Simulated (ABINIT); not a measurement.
## BN (Qingsongite): G0W0 in ABINIT against the screening cutoff in the self-energy

Aim: move the screening cutoff in the self-energy of a G0W0 run on BN (Qingsongite) over a wide range.

Program: ABINIT 10.8.3. Level of theory: LDA and many-body steps on it, plane waves. Results are calculated unless marked as measured.

### Step 1. The structure

The structure is cubic, space group F-43m (No. 216). The conventional cell has a = 3.615 Å, b = 3.615 Å, c = 3.615 Å, α = 90.00°, β = 90.00°, γ = 90.00°. B has 4 N at 1.57 Å nearest. N has 4 B at 1.57 Å nearest. Farther neighbours and most contacts between anions are not listed.

The cell and positions come from the Crystallography Open Database and are kept as given unless a step says otherwise.

### Step 2. Screening, 6×6×6 mesh, 79 bands, screening to 217.7 eV

This step: ABINIT 10.8.3; RPA screening on LDA, plane waves, norm-conserving pseudopotentials.

The RPA dielectric matrix is built and inverted for each q.

run.abi

```
acell 3*1.0 Angstrom
rprim 
  -0.000000000000 1.807500000000 1.807500000000
  1.807500000000 0.000000000000 1.807500000000
  1.807500000000 1.807500000000 -0.000000000000
ntypat 2
znucl 5 7
natom 2
typat 1 2
xred 
  0.000000000000 0.000000000000 0.000000000000
  0.250000000000 0.250000000000 0.250000000000
pp_dirpath "pseudos"
pseudos "B.upf, N.upf"
ecut 36
ngkpt 6 6 6
nshiftk 1
shiftk 0 0 0
kptopt 1
chksymbreak 0
istwfk *1
occopt 1
irdwfk 1
optdriver 3
nband 79
ecuteps 8
inclvkb 2
awtr 1
symchi 1
indata_prefix "in"
outdata_prefix "out"
tmpdata_prefix "tmp"
```

The run is started by

```console
> OMP_NUM_THREADS=1 mpirun -n 4 abinit run.abi > log
```

The program printed:

```text
.Version 10.8.3 of ABINIT. v10.8.2 released Aug 2026.

 Symmetries : space group F-4 3 m (#216); Bravais cF (face-center cubic)
[... echo of the input left out ...]
== DATASET  1 ==================================================================
-   mpi_nproc: 4, omp_nthreads: 1 (-1 if OMP is not activated)

--- !DatasetInfo
iteration_state: {dtset: 1, }
dimensions: {natom: 2, nkpt: 16, mband: 79, nsppol: 1, nspinor: 1, nspden: 1, mpw: 869, }
cutoff_energies: {ecut:  36.0, pawecutdg:  -1.0, }
electrons: {nelect:   8.00000000E+00, charge:   0.00000000E+00, occopt:   1.00000000E+00, tsmear:   1.00000000E-02, }

 SCREENING: Calculation of the susceptibility and dielectric matrices

 Based on a program developped by R.W. Godby, V. Olevano, G. Onida, and L. Reining.
 Incorporated in ABINIT by V. Olevano, G.-M. Rignanese, and M. Torrent.
.Using double precision arithmetic ; gwpc =  8

[... cell and pseudopotentials left out ...]
--------------------------------------------------------------------------------

 ==== K-mesh for the wavefunctions ====
 Number of points in the irreducible wedge :    16
[... list of points left out ...]
 Together with 24 symmetry operations and time-reversal symmetry
 yields   216 points in the full Brillouin Zone.

 ==== Q-mesh for the screening function ====
 Number of points in the irreducible wedge :    16
[... list of points left out ...]
 Together with 24 symmetry operations and time-reversal symmetry
 yields   216 points in the full Brillouin Zone.

 setmesh: FFT mesh size selected  =    20x   20x   20
          total number of points  =         8000

 vcoul_init : cutoff-mode = AUXILIARY_FUNCTION
 q-points for optical limit:   1
     1)      0.000010    0.000020    0.000030

- screening: taking advantage of time-reversal symmetry
- Maximum band index for partially occupied states nbvw = 4
- Remaining bands to be divided among processors   nbcw = 75
- Number of bands treated by each node ~18

 Number of electrons calculated from density =    8.0000; Expected =    8.0000
 average of density, n =  0.100376
 r_s =    1.3348
 omega_plasma =   30.5612 [eV]

 calculating chi0 at frequencies [eV] :
  1    0.000000E+00    0.000000E+00
  2    0.000000E+00    3.056116E+01

--------------------------------------------------------------------------------
  q-point number  1        q = ( 0.000000, 0.000000, 0.000000) [r.l.u.]
--------------------------------------------------------------------------------
[... chi0 elements left out ...]
 For q-point:  0.000010 0.000020 0.000030
  dielectric constant =   4.4473
  dielectric constant without local fields =   4.7905

  Average fulfillment of the sum rule on Im[epsilon] for q-point    1 :     91.59  [%]
[... wings left out ...]
  q-point number  2        q = ( 0.166667, 0.000000, 0.000000) [r.l.u.]
--------------------------------------------------------------------------------
[... chi0 elements left out ...]
  Average fulfillment of the sum rule on Im[epsilon] for q-point    2 :     98.17  [%]

 [... 14 further q-points ...]
```

It took 8.5 s on 4 MPI ranks of Arm Neoverse V2, shared host; peak memory 0.47 GiB; 34 s of CPU time.

Numbers from this step:

```yaml
eps_infinity_with_local_fields_on_this_mesh_along_the_program_s_q_direction: 4.447
the_same_without_local_fields: 4.790
plasma_frequency: 30.56 eV
plane_waves_in_the_screening_matrix: 65
```

Local fields lower ε∞ by 7 %. On a Γ-centred mesh this coarse the value itself is usually too large, while a short band sum pulls it down.

### Step 3. 0.8 Ha

This step: G0W0 on LDA, plane waves, norm-conserving pseudopotentials.

Changes to run.abi since step 2:

```diff
@@ -23,8 +23,17 @@
 irdwfk 1
-optdriver 3
+optdriver 4
 nband 79
-ecuteps 8
-inclvkb 2
-awtr 1
-symchi 1
+gwcalctyp 0
+ecutsigx 36
+symsigma 1
+nkptgw 2
+kptgw 
+  0.0000000000 0.0000000000 0.0000000000
+  0.5000000000 0.5000000000 0.0000000000
+bdgw 
+  2 7
+  3 6
+ecuteps 0.8
+irdscr 1
+ppmodel 1
 indata_prefix "in"
```

The program printed:

```text
.Version 10.8.3 of ABINIT. v10.8.2 released Aug 2026.

 Symmetries : space group F-4 3 m (#216); Bravais cF (face-center cubic)
[... echo of the input left out ...]
== DATASET  1 ==================================================================
-   mpi_nproc: 4, omp_nthreads: 1 (-1 if OMP is not activated)

--- !DatasetInfo
iteration_state: {dtset: 1, }
dimensions: {natom: 2, nkpt: 16, mband: 79, nsppol: 1, nspinor: 1, nspden: 1, mpw: 869, }
cutoff_energies: {ecut:  36.0, pawecutdg:  -1.0, }
electrons: {nelect:   8.00000000E+00, charge:   0.00000000E+00, occopt:   1.00000000E+00, tsmear:   1.00000000E-02, }

 SIGMA: Calculation of the GW corrections

 Based on a program developped by R.W. Godby, V. Olevano, G. Onida, and L. Reining.
 Incorporated in ABINIT by V. Olevano, G.-M. Rignanese, and M. Torrent.
.Using double precision arithmetic ; gwpc =  8

[... cell and pseudopotentials left out ...]
--------------------------------------------------------------------------------

 ==== K-mesh for the wavefunctions ====
 Number of points in the irreducible wedge :    16
[... list of points left out ...]
 Together with 24 symmetry operations and time-reversal symmetry
 yields   216 points in the full Brillouin Zone.

 ==== Q-mesh for screening function ====
 Number of points in the irreducible wedge :    16
[... list of points left out ...]
 Together with 24 symmetry operations and time-reversal symmetry
 yields   216 points in the full Brillouin Zone.

 vcoul_init : cutoff-mode = AUXILIARY_FUNCTION
 q-points for optical limit:   1
     1)      0.000010    0.000020    0.000030
 setmesh: FFT mesh size selected  =    25x   25x   25
          total number of points  =        15625

 Number of electrons calculated from density =    8.0000; Expected =    8.0000
 average of density, n =  0.100376
 r_s =    1.3348
 omega_plasma =   30.5612 [eV]

 === KS Band Gaps ===
  >>>> For spin  1
   Minimum direct gap =   8.7475 [eV], located at k-point      :   0.0000  0.0000  0.0000
   Fundamental gap    =   4.4200 [eV], Top of valence bands at :   0.0000  0.0000  0.0000
                                       Bottom of conduction at :   0.5000  0.5000  0.0000
 SIGMA fundamental parameters:
 PLASMON POLE MODEL  1
 number of plane-waves for SigmaX                  869
 number of plane-waves for SigmaC and W              1
 number of plane-waves for wavefunctions           869
 number of bands                                    79
 number of independent spin polarizations            1
 number of spinorial components                      1
 number of k-points in IBZ                          16
 number of q-points in IBZ                          16
 number of symmetry operations                      24
 number of k-points in BZ                          216
 number of q-points in BZ                          216
 number of frequencies for dSigma/dE                 9
 frequency step for dSigma/dE [eV]                0.25
 number of omega for Sigma on real axis              0
 max omega for Sigma on real axis  [eV]           0.00
 zcut for avoiding poles [eV]                     0.10

 EPSILON^-1 parameters (SCR file):
 dimension of the eps^-1 matrix on file             65
 dimension of the eps^-1 matrix used                 1
 number of plane-waves for wavefunctions           869
 number of bands                                    79
 number of q-points in IBZ                          16
 number of frequencies                               2
 number of real frequencies                          1
 number of imag frequencies                          1

 matrix elements of self-energy operator (all in [eV])

 Perturbative Calculation

--- !SelfEnergy_ee
iteration_state: {dtset: 1, }
kpoint     : [   0.000,    0.000,    0.000, ]
spin       : 1
KS_gap     :    8.748
QP_gap     :   12.163
Delta_QP_KS:    3.416
data: !SigmaeeData |
     Band     E0 <VxcDFT>   SigX SigC(E0)      Z dSigC/dE  Sig(E)    E-E0       E
        2   8.006 -18.334 -22.055   3.001   0.885  -0.129 -18.972  -0.638   7.368
        3   8.006 -18.334 -22.055   3.001   0.885  -0.129 -18.972  -0.638   7.368
        4   8.006 -18.334 -22.055   3.001   0.885  -0.129 -18.972  -0.638   7.368
        5  16.753 -13.840  -7.141  -3.559   0.885  -0.130 -11.062   2.778  19.532
        6  16.753 -13.840  -7.141  -3.559   0.885  -0.130 -11.062   2.778  19.532
        7  16.753 -13.840  -7.141  -3.559   0.885  -0.130 -11.062   2.778  19.532

--- !SelfEnergy_ee
iteration_state: {dtset: 1, }
kpoint     : [   0.500,    0.500,    0.000, ]
spin       : 1
KS_gap     :    9.351
QP_gap     :   12.402
Delta_QP_KS:    3.051
data: !SigmaeeData |
     Band     E0 <VxcDFT>   SigX SigC(E0)      Z dSigC/dE  Sig(E)    E-E0       E
        3   3.075 -16.416 -21.623   3.825   0.872  -0.146 -17.621  -1.205   1.870
        4   3.075 -16.416 -21.623   3.825   0.872  -0.146 -17.621  -1.205   1.870
        5  12.426 -12.866  -7.423  -3.366   0.889  -0.125 -11.020   1.846  14.271
        6  17.261 -12.887  -6.730  -3.739   0.885  -0.129 -10.746   2.141  19.402

== END DATASET(S) ==============================================================
================================================================================

 -outvars: echo values of variables after computation  --------
           etotal      0.0000000000E+00
            nband          79
             nkpt          16
          spgroup         216
 [... the other variables as echoed above ...]

 Calculation completed.
```

Elapsed: 1.8 s, on 4 MPI ranks; peak memory 0.09 GiB.

This step gave:

```
G0W0 gap on the points computed              : 6.903 eV
starting gap on the mesh                     : 4.420 eV
k of the valence top                         : 0, 0, 0
k of the conduction bottom                   : 0.5, 0.5, 0
Z at the valence top                         : 0.885
Z at the conduction bottom                   : 0.889
least direct G0W0 gap on the computed points : 12.16 eV
```

### Step 4. 1.6 Ha

Changes to run.abi since step 3:

```diff
@@ -35,3 +35,3 @@
   3 6
-ecuteps 0.8
+ecuteps 1.6
 irdscr 1
```

The program printed:

```text
.Version 10.8.3 of ABINIT. v10.8.2 released Aug 2026.

 Symmetries : space group F-4 3 m (#216); Bravais cF (face-center cubic)
[... echo of the input left out ...]
== DATASET  1 ==================================================================
-   mpi_nproc: 4, omp_nthreads: 1 (-1 if OMP is not activated)

--- !DatasetInfo
iteration_state: {dtset: 1, }
dimensions: {natom: 2, nkpt: 16, mband: 79, nsppol: 1, nspinor: 1, nspden: 1, mpw: 869, }
cutoff_energies: {ecut:  36.0, pawecutdg:  -1.0, }
electrons: {nelect:   8.00000000E+00, charge:   0.00000000E+00, occopt:   1.00000000E+00, tsmear:   1.00000000E-02, }

 SIGMA: Calculation of the GW corrections

 Based on a program developped by R.W. Godby, V. Olevano, G. Onida, and L. Reining.
 Incorporated in ABINIT by V. Olevano, G.-M. Rignanese, and M. Torrent.
.Using double precision arithmetic ; gwpc =  8

[... cell and pseudopotentials left out ...]
--------------------------------------------------------------------------------

 ==== K-mesh for the wavefunctions ====
 Number of points in the irreducible wedge :    16
[... list of points left out ...]
 Together with 24 symmetry operations and time-reversal symmetry
 yields   216 points in the full Brillouin Zone.

 ==== Q-mesh for screening function ====
 Number of points in the irreducible wedge :    16
[... list of points left out ...]
 Together with 24 symmetry operations and time-reversal symmetry
 yields   216 points in the full Brillouin Zone.

 vcoul_init : cutoff-mode = AUXILIARY_FUNCTION
 q-points for optical limit:   1
     1)      0.000010    0.000020    0.000030
 setmesh: FFT mesh size selected  =    25x   25x   25
          total number of points  =        15625

 Number of electrons calculated from density =    8.0000; Expected =    8.0000
[...]
number of omega for Sigma on real axis              0
 max omega for Sigma on real axis  [eV]           0.00
 zcut for avoiding poles [eV]                     0.10

 EPSILON^-1 parameters (SCR file):
 dimension of the eps^-1 matrix on file             65
 dimension of the eps^-1 matrix used                 9
 number of plane-waves for wavefunctions           869
 number of bands                                    79
 number of q-points in IBZ                          16
 number of frequencies                               2
 number of real frequencies                          1
 number of imag frequencies                          1

 matrix elements of self-energy operator (all in [eV])

 Perturbative Calculation

--- !SelfEnergy_ee
iteration_state: {dtset: 1, }
kpoint     : [   0.000,    0.000,    0.000, ]
spin       : 1
KS_gap     :    8.748
QP_gap     :   11.166
Delta_QP_KS:    2.419
data: !SigmaeeData |
     Band     E0 <VxcDFT>   SigX SigC(E0)      Z dSigC/dE  Sig(E)    E-E0       E
        2   8.006 -18.334 -22.055   3.114   0.857  -0.167 -18.854  -0.521   7.485
        3   8.006 -18.334 -22.055   3.114   0.857  -0.167 -18.854  -0.521   7.485
        4   8.006 -18.334 -22.055   3.114   0.857  -0.167 -18.854  -0.521   7.485
[...]
--- !SelfEnergy_ee
iteration_state: {dtset: 1, }
kpoint     : [   0.500,    0.500,    0.000, ]
spin       : 1
KS_gap     :    9.351
QP_gap     :   11.513
Delta_QP_KS:    2.162
data: !SigmaeeData |
     Band     E0 <VxcDFT>   SigX SigC(E0)      Z dSigC/dE  Sig(E)    E-E0       E
[...]
5  12.426 -12.866  -7.423  -4.094   0.867  -0.154 -11.697   1.169  13.595
        6  17.261 -12.887  -6.730  -4.564   0.864  -0.158 -11.511   1.376  18.637

== END DATASET(S) ==============================================================
================================================================================

 -outvars: echo values of variables after computation  --------
           etotal      0.0000000000E+00
            nband          79
             nkpt          16
          spgroup         216
 [... the other variables as echoed above ...]

 Calculation completed.
```

It took 1.8 s on 4 MPI ranks; peak memory 0.09 GiB.

This step gave:

- G0W0 gap on the points computed: 6.11 eV
- starting gap on the mesh: 4.420 eV
- k of the valence top: 0, 0, 0
- k of the conduction bottom: 0.5, 0.5, 0
- Z at the valence top: 0.857
- Z at the conduction bottom: 0.867
- least direct G0W0 gap on the computed points: 11.17 eV

### Step 5. 2.8 Ha

The self-energy is evaluated for the states that the input lists, and the levels follow from it, in one-shot runs by the linearised quasiparticle equation.

Changes to run.abi since step 4:

```diff
@@ -35,3 +35,3 @@
   3 6
-ecuteps 1.6
+ecuteps 2.8
 irdscr 1
```

The program printed:

```text
.Version 10.8.3 of ABINIT. v10.8.2 released Aug 2026.

 Symmetries : space group F-4 3 m (#216); Bravais cF (face-center cubic)
[... echo of the input left out ...]
== DATASET  1 ==================================================================
-   mpi_nproc: 4, omp_nthreads: 1 (-1 if OMP is not activated)

--- !DatasetInfo
iteration_state: {dtset: 1, }
dimensions: {natom: 2, nkpt: 16, mband: 79, nsppol: 1, nspinor: 1, nspden: 1, mpw: 869, }
cutoff_energies: {ecut:  36.0, pawecutdg:  -1.0, }
[...]
Band     E0 <VxcDFT>   SigX SigC(E0)      Z dSigC/dE  Sig(E)    E-E0       E
[...]
5  12.426 -12.866  -7.423  -4.349   0.859  -0.164 -11.926   0.940  13.366
        6  17.261 -12.887  -6.730  -4.828   0.856  -0.169 -11.751   1.137  18.397

== END DATASET(S) ==============================================================
================================================================================

 -outvars: echo values of variables after computation  --------
           etotal      0.0000000000E+00
            nband          79
             nkpt          16
          spgroup         216
 [... the other variables as echoed above ...]

 Calculation completed.
```

The job ended after 1.8 s (4 MPI ranks; peak memory 0.09 GiB).

This step gave:

| Quantity | Value |
| --- | --- |
| G0W0 gap on the points computed | 5.92 eV |
| starting gap on the mesh | 4.420 eV |
| k of the valence top | 0, 0, 0 |
| k of the conduction bottom | 0.5, 0.5, 0 |
| least direct G0W0 gap on the computed points | 10.82 eV |

The gap on the mesh goes from 4.42 eV to 5.92 eV, a correction of +1.50 eV.

(Continued in part 2 of 2.)

[Paths, hosts, dates, memory and timing lines, banners, echoed tables and standing remarks are left out of the program output.]

[Logs are printed without paths, hosts, clocks, repeated set-up lines and the standing remarks that a program may print on its own settings, such as how far it seeks lower states.]

[Runs of the session that timed out or met a known fault of the program may be left out.]

[No measured gap is set beside runs whose start may be inverted or whose files or cutoffs have a known fault.]

[Hosts, paths, dates, database ids (printed as entryN), source tags and the programs' standing remarks are cut or masked in the printed files.]

[G0W0 gaps are taken among the corrected bands and points alone; a level outside them can change the order at an edge.]

[Where Ansatz stands beside ABINIT at settings called matched, ABINIT's density can come from a denser mesh and the files from another edition; pairs whose starting gaps differed by over 0.03 eV were left out, so agreement reads better than it is.]
